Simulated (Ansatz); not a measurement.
# Preparing K3BrCl2 (P-3m1) as a host crystal

Before any defect goes in: K3BrCl2 (P-3m1) at rest, and how it screens a charge.

Calculated with Ansatz 0.2.0; plane-wave PAW DFT, PBEsol; relaxation of the host's cell and atoms, in the first sound run; inputs show where later runs differ.

### Step 1. The structure

It takes space group P-3m1 (No. 164, trigonal). Conventional cell: a = 4.522 Å, b = 4.522 Å, c = 11.091 Å, α = 90.00°, β = 90.00°, γ = 120.00°. Nearest to K lie 6 Cl at 3.17 Å. K has 3 Cl at 3.16 Å and 3 Br at 3.27 Å nearest. Nearest to Br lie 6 K at 3.27 Å. Cl has 6 K at 3.16 to 3.17 Å nearest. Farther neighbours and most contacts between anions are not listed.

### Step 2. Host cell relaxation

Lattice and positions are set free, within the symmetry that the program keeps.

Input file cell/input.yaml:

```yaml
crystal:
  lattice:
    - [4.5216161, 0.0, 0.0]
    - [-2.2608081, 3.9158344, 0.0]
    - [0.0, 0.0, 11.0913328]
  atoms:
    - { symbol: K, position: [0.0, 0.0, 0.5] }
    - { symbol: K, position: [0.33333333, 0.66666667, 0.17698219] }
    - { symbol: K, position: [0.66666667, 0.33333333, 0.82301781] }
    - { symbol: Br, position: [0.0, 0.0, 0.0] }
    - { symbol: Cl, position: [0.33333333, 0.66666667, 0.66169314] }
    - { symbol: Cl, position: [0.66666667, 0.33333333, 0.33830686] }
basis:
  ecutwfc: 420
  xc_grid: 2
hamiltonian:
  xc: pbesol
kpoints:
  mp_grid: { grid: [7, 7, 3] }
scf:
  occupations: { method: fixed }
  max_iter: 100
relax:
  f_tol: 0.005
  max_steps: 60
  cell: {}
output:
  forces: true
  stress: true
checkpoint:
  write: "../cell.run"
  compress: false
  write_wavefunctions: false
  write_every: 100000
```

On the command line:

```console
ansatz run input.yaml --threads 4 --pin off --max-ram 7536MiB --backend cpu --events-out ev --progress --plain --runs-dir out
```

Numbers of over 12 decimals in the logs are rounded to 6 here.

Log:

```text
[... repeated set-up lines and file paths are left out, and long positions are rounded to six places ...]
Engine: ansatz 0.2.0, aarch64-unknown-linux-gnu
Pseudopotentials: kind: paw
Pseudopotential: K, paw, valence charge 9, recommended cutoff 420 eV (normal), K.paw.azcp
Pseudopotential: Br, paw, valence charge 7, recommended cutoff 420 eV (normal), Br.paw.azcp
Pseudopotential: Cl, paw, valence charge 7, recommended cutoff 420 eV (normal), Cl.paw.azcp
Functional definition: PBEsol
  exchange = pbesol_x
  correlation = pbesol_c
Crystal: 6 atoms, lattice volume = 196.382 Å³
Basis set: ecut = 420 eV, 3787 PW (Γ), exchange–correlation on 64×64×150 points (8 copies of the dense FFT grid, shifted against one another)
Bands: 30, of which v1, the nominal top of the filled ones, is band 24 counted from 1 (23 counted from 0)
Symmetry: 12 space group operations
Space group: P-3m1 (ITA 164), of the structure as read, at distance tolerance 5.8e-5 Å
k-points: 20 of 147
Non-local potential: K, projectors of the file, l = 0: 3, l = 1: 2, l = 2: 2
Non-local potential: Br, projectors of the file, l = 0: 2, l = 1: 2, l = 2: 2
Non-local potential: Cl, projectors of the file, l = 0: 2, l = 1: 2, l = 2: 2
PAW form: soft (Blöchl's): semilocal exchange-correlation on the pseudo side does not see the compensation charge
PAW frozen core: K, regenerated for the run's functional, and the local potential with it (the file was generated under x = pbe(κ = 0.804, μ = 0.219515), c = pbe(β = 0.066725))
PAW frozen core: Br, regenerated for the run's functional, and the local potential with it (the file was generated under x = pbe(κ = 0.804, μ = 0.219515), c = pbe(β = 0.066725))
PAW frozen core: Cl, regenerated for the run's functional, and the local potential with it (the file was generated under x = pbe(κ = 0.804, μ = 0.219515), c = pbe(β = 0.066725))
PAW one-centre angular grid: K, 110 points (default); XC on 64 Gauss nodes
PAW one-centre angular grid: Br, 110 points (default); XC on 64 Gauss nodes
PAW one-centre angular grid: Cl, 110 points (default); XC on 64 Gauss nodes
Initial density: superposition of atomic densities (neutral atoms: chi_scale 0, normalization atom), corrected by the library's trained network
Initial wavefunctions: pseudopotential atomic-orbital guess
Functional: x = pbesol(κ = 0.804, μ = 0.123457), c = pbesol(β = 0.046)
SCF iter   1: F=—  HF=-9417.453617 eV  |F-HF|=—  |Δ(HF+E_count)|=         —  Δρ=2.93e-3  dr2=2.30e-2  ethr=1.77e-3  ⟨swp⟩=5.3  Hψ=2317  notcnv=0  defer=64
preconditioner: auto → Resta (q_TF=auto, 2.157 Å⁻¹)  ε∞=2.5  [insulator: Δε(μ)=4.503 eV  Ē_g=13.843 eV  n_scr=36 (ndim 8)  ℏωp=17.2 eV  f_vac=0.079  ε∞_Penn≈2.5]
SCF iter   2: F=—  HF=-9417.444680 eV  |F-HF|=—  |Δ(HF+E_count)|=   8.94e-3  Δρ=1.09e-3  dr2=2.51e-3  ethr=4.80e-5  ⟨swp⟩=2.0  Hψ=1102  notcnv=0  defer=80
SCF iter   3: F=—  HF=-9417.444190 eV  |F-HF|=—  |Δ(HF+E_count)|=   4.90e-4  Δρ=3.31e-4  dr2=1.84e-4  ethr=5.24e-6  ⟨swp⟩=2.0  Hψ=808  notcnv=0  defer=60
automatic band count: iteration 3 solves 29 bands in place of 30: the levels show a gap, and the empty bands left out lie too high to hold charge; the band table lists the bands solved (type scf.n_extra_bands for more)
SCF iter   4: F=—  HF=-9417.444236 eV  |F-HF|=—  |Δ(HF+E_count)|=   4.53e-5  Δρ=5.38e-5  dr2=7.88e-6  ethr=3.83e-7  ⟨swp⟩=2.9  Hψ=1044  notcnv=0  defer=60
SCF iter   5: F=—  HF=-9417.444327 eV  |F-HF|=—  |Δ(HF+E_count)|=   9.11e-5  Δρ=1.71e-5  dr2=5.44e-7  ethr=1.64e-8  ⟨swp⟩=2.0  Hψ=950  notcnv=0  defer=34
SCF iter   6: F=-9417.444328 eV  HF=-9417.444328 eV  |F-HF|=9.63e-8  |Δ(HF+E_count)|=   1.38e-6  Δρ=3.44e-6  dr2=2.88e-8  ethr=2.08e-10  ⟨swp⟩=5.0  Hψ=2214  notcnv=0
SCF 1 converged in 6 iterations: F = -9417.444328 eV  dr2 = 2.88e-8
  greatest PAW one-centre occupation: 0.987 electrons in one spin orbital (limit 2), on the K atom at site 2 (counted from 0), in its partial waves of l = 0
relax step   1: F+E_penalty+E_count = -9417.44432828 eV  Δ(F+E_penalty+E_count) = +0.000e0 eV  max|allowed force component| = 6.674e-3 eV/Å  Δτ_max = 0.0000 Å  P = -0.401 GPa  Ω = 196.382 Å³  (6 SCF iters, dr2 threshold 1.00e-7 eV, accepted)
[... the SCF cycles and remarks between the steps are left out from here to the last step ...]
relax step   2: F+E_penalty+E_count = -9417.44928220 eV  Δ(F+E_penalty+E_count) = -4.954e-3 eV  max|allowed force component| = 2.115e-3 eV/Å  Δτ_max = 0.0050 Å  P = -0.191 GPa  Ω = 193.779 Å³  energy of the carried Pulay correction = +5.481e-5 eV  (5 SCF iters, dr2 threshold 4.08e-7 eV, accepted)
relax step   3: F+E_penalty+E_count = -9417.45064520 eV  Δ(F+E_penalty+E_count) = -1.363e-3 eV  max|allowed force component| = 4.650e-3 eV/Å  Δτ_max = 0.0017 Å  P = +0.013 GPa  Ω = 191.441 Å³  energy of the carried Pulay correction = +1.047e-4 eV  (5 SCF iters, dr2 threshold 9.31e-8 eV, accepted)
Basis set: ecut = 420 eV, 3751 PW (Γ), exchange–correlation on 60×60×150 points (8 copies of the dense FFT grid, shifted against one another)
Initial wavefunctions: pseudopotential atomic-orbital guess (no wavefunctions were taken with the density)
iter 1 solved again at ethr=7.25e-8 eV; its pass at ethr=3.10e-3 eV (dr2=3.48e-5 eV) is discarded
SCF iter   1: F=—  HF=-9417.450473 eV  |F-HF|=—  |Δ(HF+E_count)|=         —  Δρ=9.19e-6  dr2=4.76e-8  ethr=7.25e-8  ⟨swp⟩=3.2  Hψ=4018  notcnv=0  defer=80
SCF iter   2: F=—  HF=-9417.450539 eV  |F-HF|=—  |Δ(HF+E_count)|=   6.56e-5  Δρ=4.86e-6  dr2=1.58e-8  ethr=9.91e-11  ⟨swp⟩=2.9  Hψ=1165  notcnv=0  defer=74
SCF iter   3: F=—  HF=-9417.450539 eV  |F-HF|=—  |Δ(HF+E_count)|=   5.64e-8  Δρ=9.43e-7  dr2=1.44e-9  ethr=3.30e-11  ⟨swp⟩=2.0  Hψ=985  notcnv=0  defer=74
SCF iter   4: F=—  HF=-9417.450539 eV  |F-HF|=—  |Δ(HF+E_count)|=   2.94e-9  Δρ=3.43e-7  dr2=1.46e-10  ethr=3.00e-12  ⟨swp⟩=2.8  Hψ=1031  notcnv=0  defer=74
SCF iter   5: F=-9417.450539 eV  HF=-9417.450539 eV  |F-HF|=1.46e-11  |Δ(HF+E_count)|=  5.22e-10  Δρ=7.32e-8  dr2=6.55e-12  ethr=1.00e-12  ⟨swp⟩=5.0  Hψ=2000  notcnv=0
SCF 4 converged in 5 iterations: F = -9417.450539 eV  dr2 = 6.55e-12
relax step   4: F+E_penalty+E_count = -9417.45053895 eV  Δ(F+E_penalty+E_count) = +1.063e-4 eV  max|allowed force component| = 4.651e-3 eV/Å  Δτ_max = 0.0000 Å  P = +0.013 GPa  Ω = 191.441 Å³  stress off target by 1.48e-2 GPa  SCF on the basis re-selected at this cell (its energy is not comparable with the rows above)  (5 SCF iters)
basis re-selected at this cell: Δ(F+E_penalty+E_count) = +1.063e-4 eV, ΔP = +0.000 GPa vs the last step (what re-selecting the basis moved, of the pressure what is left beyond the Pulay correction that the steps carried, after the strain that the cell walked [...]
SCF converged after 5 iterations
Free energy (F): -9417.450539 eV
Harris-Foulkes:  -9417.450539 eV  (|F-HF|=1.46e-11)
Internal energy: -9417.450539 eV  (E = F + TS)
E sigma→0 (E₀):  -9417.450539 eV
Fermi energy:    1.319031 eV
--- Per-component energies (eV) ---
  E_band       = -389.019937
  E_kinetic    = 1218.986254
  E_local      = -2490.613244  (includes V_loc(G=0)·N_el)
  E_nonlocal   = 168.926701
  E_hartree    = 824.067867
  E_xc         = -875.880026
  E_vxc        = -840.103779  (∫ρ·V_xc dr)
  E_paw        = -5771.811813  (= ΣΔE_a)
  E_vpaw       = -94.351713  (= ΣTr[D̂ρ^β])
  E_aug_tail   = 0.000176  (compensation charges beyond the density's cutoff)
  E_ewald      = -2491.699244
  E_core_change = 0.572790  (= ΣΔE_core)
  E_smearing   = -0.000000  (= −TS)
  E_closure    = 0.000000  (closes the sum)
  Σ components = -9417.450539   (vs F -9417.450539, Δ=0.00e0)
--- Forces (eV/Å), atoms counted from 1 ---
  atom   1  K      0.00000000    -0.00000000     0.00000000
  atom   2  K      0.00000000     0.00000000     0.00061277
  atom   3  K     -0.00000000    -0.00000000    -0.00061277
  atom   4  Br     0.00000000     0.00000000     0.00000000
  atom   5  Cl    -0.00000000    -0.00000000    -0.00465101
  atom   6  Cl     0.00000000     0.00000000     0.00465101
  max |Σ_I F_I| component: 4.34e-19 eV/Å
--- Stress (GPa, compression-positive) ---
        0.012811      -0.000000      -0.000000
       -0.000000       0.012811      -0.000000
       -0.000000      -0.000000       0.014833
  P = ⅓ Tr σ = 0.0135 GPa (0.135 kbar)
--- Relaxed structure (3 steps of the walk, 3 accepted, 1 SCFs on fresh bases) ---
  F+E_penalty+E_count = -9417.45053895 eV   max|allowed force component| = 4.651e-3 eV/Å   (the final SCF, on the basis selected at the relaxed cell)
  cell:  # Å, volume = 191.4412 Å³
    - [4.482699, 2.8619055798670086e-8, -1.4027699987760996e-18]
    - [-2.241350, 3.882131, 2.8055399975521954e-18]
    - [-3.4409354407005703e-18, 5.95987492098543e-18, 11.000835]
  atoms:
    - { symbol: K, position: [0, 0.0, 0.500000] }
    - { symbol: K, position: [0.333333, 0.666667, 0.177401] }
    - { symbol: K, position: [0.666667, 0.333333, 0.822599] }
    - { symbol: Br, position: [0, 0, 0] }
    - { symbol: Cl, position: [0.333333, 0.666667, 0.661402] }
    - { symbol: Cl, position: [0.666667, 0.333333, 0.338598] }
```

It took 5.5 s on 4 threads of Arm Neoverse V1, shared host; peak memory 0.54 GiB.

Step by step:

| step | energy less that of the first step (eV) | largest force component (eV/Å) | pressure (GPa) | volume (Å³) |
| --- | --- | --- | --- | --- |
| 1 | 0.0000 | 0.0067 | -0.40 | 196.38 |
| 2 | -0.0050 | 0.0021 | -0.19 | 193.78 |
| 3 | -0.0063 | 0.0046 | 0.01 | 191.44 |
| 4* | -0.0062 | 0.0047 | 0.01 | 191.44 |

Relaxation steps marked * repeat the geometry before them on a plane-wave basis chosen anew for their cell, so energy and pressure can jump there.

Forces are held to the 12 operations that the run works with; a distortion that breaks them can't arise in this run.

| conventional cell, symmetrised | before | after | change |
| --- | --- | --- | --- |
| a (Å) | 4.522 | 4.483 | -0.9 % |
| b (Å) | 4.522 | 4.483 | -0.9 % |
| c (Å) | 11.091 | 11.001 | -0.8 % |
| volume (Å³/atom) | 32.73 | 31.91 | -2.5 % |

Final coordinates:

```xyz
6
Lattice="4.4827 0.0000 0.0000 -2.2413 3.8821 0.0000 0.0000 0.0000 11.0008" Properties=species:S:1:pos:R:3 pbc="T T T"
K     0.0000    0.0000    5.5004
K     0.0000    2.5881    1.9516
K     2.2413    1.2940    9.0493
Br    0.0000    0.0000    0.0000
Cl    0.0000    2.5881    7.2760
Cl    2.2413    1.2940    3.7249
```

This step gave:

```
pressure : 0.01349 GPa
```

The relaxation ends with a largest force component of 0.0047 eV/Å and a pressure of 0.01 GPa.

### Step 3. Dielectric tensors of the host

The response to a uniform electric field gives the electronic dielectric tensor.

This step: plane-wave PAW DFPT, PBEsol; dielectric tensors, Born charges and zone-centre modes of the host (Ansatz 0.2.0).

Input file eps/input.yaml:

```yaml
crystal:
  lattice:
    - [4.4826993201, 2.86e-08, 0.0]
    - [-2.2413496848, 3.8821314744, 0.0]
    - [0.0, 0.0, 11.0008348579]
  atoms:
    - { symbol: K, position: [0.0, 0.0, 0.5] }
    - { symbol: K, position: [0.3333333333, 0.6666666667, 0.1774012185] }
    - { symbol: K, position: [0.6666666667, 0.3333333333, 0.8225987815] }
    - { symbol: Br, position: [0.0, 0.0, 0.0] }
    - { symbol: Cl, position: [0.3333333333, 0.6666666667, 0.6614023982] }
    - { symbol: Cl, position: [0.6666666667, 0.3333333333, 0.3385976018] }
basis:
  ecutwfc: 420
hamiltonian:
  xc: pbesol
kpoints:
  mp_grid: { grid: [6, 6, 3] }
scf:
  occupations: { method: fixed }
  max_iter: 100
phonons:
  method: dfpt
  dielectric: true
  rigid_motions: translations
```

Log:

```text
[...]
Crystal: 6 atoms, lattice volume = 191.441 Å³
Basis set: ecut = 420 eV, 3751 PW (Γ), exchange–correlation on 60×60×150 points (8 copies of the dense FFT grid, shifted against one another)
Bands: 30, of which v1, the nominal top of the filled ones, is band 24 counted from 1 (23 counted from 0)
Symmetry: 12 space group operations
k-points: 34 of 108 (irreducible under 2 space group operations, time reversal used)
[...]
SCF iter   1: F=—  HF=-9417.459752 eV  |F-HF|=—  |Δ(HF+E_count)|=         —  Δρ=2.99e-3  dr2=2.34e-2  ethr=1.77e-3  ⟨swp⟩=5.3  Hψ=3924  notcnv=0  defer=106
[...]
SCF iter   9: F=-9417.450531 eV  HF=-9417.450531 eV  |F-HF|=1.09e-11  |Δ(HF+E_count)|=  6.55e-11  Δρ=6.14e-8  dr2=7.49e-12  ethr=1.00e-12  ⟨swp⟩=6.0  Hψ=4604  notcnv=0
SCF 1 converged in 9 iterations: F = -9417.450531 eV  dr2 = 7.49e-12
[...]
NSCF: frozen V_eff on 4 k-points
DFPT response loops at Γ: preconditioner auto → Resta (q_TF=auto, 2.167 Å⁻¹)  ε∞=3.6 (no band partly filled); β = 1.00, the filter's whole step (`scf.mixing.beta` (0.50) is not read by the response loops at its default; [...]
SCF converged after 9 iterations
Free energy (F): -9417.450531 eV
[...]
Internal energy: -9417.450531 eV  (E = F + TS)
E sigma→0 (E₀):  -9417.450531 eV
Fermi energy:    1.319044 eV
[...]
--- Band table (eV; the first three rows and the last of 34) ---
[...]
[... further k-points left out ...]
--- Phonons (Γ-DFPT): 8 representative perturbations + reference, on 34 of 108 k-points (Σ response iterations 25) ---
  k mesh reduced under 2 symmetry operations, with k and −k counted as one. Each operation leaves every solved perturbation unchanged. A smaller set is not considered because the run solves the response to a homogeneous field
  ASR residual: 6.479e-5 → 0.000e0 eV/Å²; symmetrization residual: 4.493e-6 eV/Å²
  ASR residual per site (eV/Å²): 4.00e-5 4.67e-5 4.67e-5 6.48e-5 2.07e-5 2.07e-5
  Γ frequencies (cm⁻¹): 0.00 0.00 0.00 63.73 63.73 74.53 74.53 86.98 104.69 107.53 107.53 121.23 121.23 129.53 131.53 131.53 163.31 176.24
  ε∞ (high-frequency dielectric tensor):
        2.471512    -0.000000     0.000000
       -0.000000     2.471512    -0.000000
        0.000000    -0.000000     2.463818
  ε⁰ (static dielectric tensor: ions relaxed, cell fixed):
        5.302488    -0.000000     0.000000
       -0.000000     5.302488    -0.000000
        0.000000    -0.000000     5.302000
  ε⁰ − ε∞ (ionic part):
        2.830976    -0.000000     0.000000
       -0.000000     2.830976    -0.000000
        0.000000    -0.000000     2.838182
  softest optical mode at Γ: 63.73 cm⁻¹; the repairs (sum rule, projections) moved no ω² at Γ by more than (0.97 cm⁻¹)²
  Born effective charges Z* (e; rows j = field, columns β = displacement):
    site 0:
         1.13316   -0.00000    0.00000
        -0.00000    1.13316   -0.00000
         0.00000   -0.00000    1.15873
    site 1:
         1.11639   -0.00000    0.00000
        -0.00000    1.11639   -0.00000
         0.00000   -0.00000    1.11139
    site 2:
         1.11639   -0.00000    0.00000
        -0.00000    1.11639   -0.00000
         0.00000   -0.00000    1.11139
    site 3:
        -1.08997    0.00000   -0.00000
         0.00000   -1.08997    0.00000
        -0.00000    0.00000   -1.06813
    site 4:
        -1.13799    0.00000   -0.00000
         0.00000   -1.13799    0.00000
        -0.00000    0.00000   -1.15669
    site 5:
        -1.13799    0.00000   -0.00000
         0.00000   -1.13799    0.00000
        -0.00000    0.00000   -1.15669
  Z* charge neutrality: 3.711e-5 e pre-enforcement
  k-mesh period / interband length: 26.9 Å / 1.31 Å = 20.52 at k = (0.0000, 0.0000, 0.0000), direct gap 4.540 eV — 14 or more, which is no proof of convergence
  optical modes at Γ without the LO–TO term, one row a degenerate level:
      ω (cm⁻¹)  modes    IR ((D/Å)²/amu)
         63.73      2             0.0239
         74.53      2             0.0000
         86.98      1             0.0651
        104.69      1             0.0000
        107.53      2             0.4039
        121.23      2             0.0000
        129.53      1             3.9159
        131.53      2             8.0865
        163.31      1             0.3398
        176.24      1             0.0000
  optical modes at Γ + LO–TO along q̂ = [1.0000, 0.0000, 0.0000]:
      ω (cm⁻¹)  modes    IR ((D/Å)²/amu)
         63.73      1             0.0119
         63.90      1             0.0019
         74.53      2             0.0000
[...]
optical modes at Γ + LO–TO along q̂ = [0.0000, 1.0000, 0.0000]:
      ω (cm⁻¹)  modes    IR ((D/Å)²/amu)
[...]
176.24      1             0.0000
        190.41      1             4.2446
  optical modes at Γ + LO–TO along q̂ = [0.0000, 0.0000, 1.0000]:
      ω (cm⁻¹)  modes    IR ((D/Å)²/amu)
         63.73      2             0.0239
         74.53      2             0.0000
         87.54      1             0.0071
        104.69      1             0.0000
        107.53      2             0.4039
        121.23      2             0.0000
        131.53      2             8.0865
        158.97      1             0.2137
        176.24      1             0.0000
        193.94      1             4.1000
```

The job ended after 69 s (4 threads; peak memory 1.2 GiB; 4.4 min of CPU time).

Electronic dielectric tensor:

```
2.47 0.00 0.00
0.00 2.47 0.00
0.00 0.00 2.46
```

Static dielectric tensor:

```
5.30 0.00 0.00
0.00 5.30 0.00
0.00 0.00 5.30
```

The principal values of the electronic dielectric tensor are 2.46, 2.47 and 2.47. The static dielectric tensor is isotropic, 5.30.

### Step 4. Primitive cell on a dense mesh

A dense mesh gives the host's converged energy, against which the supercell's sampling is tested.

This step: plane-wave PAW DFT, PBEsol; single point of the host's primitive cell on a dense mesh (Ansatz 0.2.0).

dense/input.yaml, as its differences from eps/input.yaml of step 3:

```diff
@@ -14,2 +14,3 @@
   ecutwfc: 420
+  xc_grid: 2
 hamiltonian:
@@ -17,9 +18,5 @@
 kpoints:
-  mp_grid: { grid: [6, 6, 3] }
+  mp_grid: { grid: [7, 7, 3] }
 scf:
-  occupations: { method: fixed }
-  max_iter: 100
-phonons:
-  method: dfpt
-  dielectric: true
-  rigid_motions: translations
+  occupations: { method: fermi_dirac, width: 0.01 }
+  max_iter: 80
```

Log:

```text
[...]
Crystal: 6 atoms, lattice volume = 191.441 Å³
Basis set: ecut = 420 eV, 3751 PW (Γ), exchange–correlation on 60×60×150 points (8 copies of the dense FFT grid, shifted against one another)
Bands: 30, of which v1, the nominal top of the filled ones, is band 24 counted from 1 (23 counted from 0)
Symmetry: 12 space group operations
[...]
k-points: 20 of 147
[...]
SCF iter   1: F=—  HF=-9417.460921 eV  |F-HF|=—  |Δ(HF+E_count)|=         —  Δρ=2.96e-3  dr2=2.27e-2  ethr=1.77e-3  ⟨swp⟩=12.2  Hψ=3597  notcnv=0
[...]
SCF iter   6: F=-9417.450539 eV  HF=-9417.450539 eV  |F-HF|=1.19e-7  |Δ(HF+E_count)|=   2.74e-6  Δρ=4.40e-6  dr2=4.14e-8  ethr=3.99e-10  ⟨swp⟩=3.0  Hψ=1520  notcnv=0
SCF 1 converged in 6 iterations: F = -9417.450539 eV  dr2 = 4.14e-8
[...]
SCF converged after 6 iterations
Free energy (F): -9417.450539 eV
[...]
Internal energy: -9417.450539 eV  (E = F + TS)
E sigma→0 (E₀):  -9417.450539 eV
Fermi energy:    3.596787 eV
[...]
```

Run time: 1.5 s. Hardware: 4 threads; peak memory 0.49 GiB; 5.2 s of CPU time.

[end of part 1 of 3]

[Logs are printed without paths, hosts, clocks, repeated set-up lines and the standing remarks that a program may print on its own settings, such as how far it seeks lower states.]

[Hosts, paths, dates, database ids (printed as entryN), source tags and the programs' standing remarks are cut or masked in the printed files.]

[Runs of the host that timed out are not shown.]

[For some hosts the program warned that the k-mesh of the response run may be too coarse for force constants and the static dielectric constant; such warnings are not always shown.]
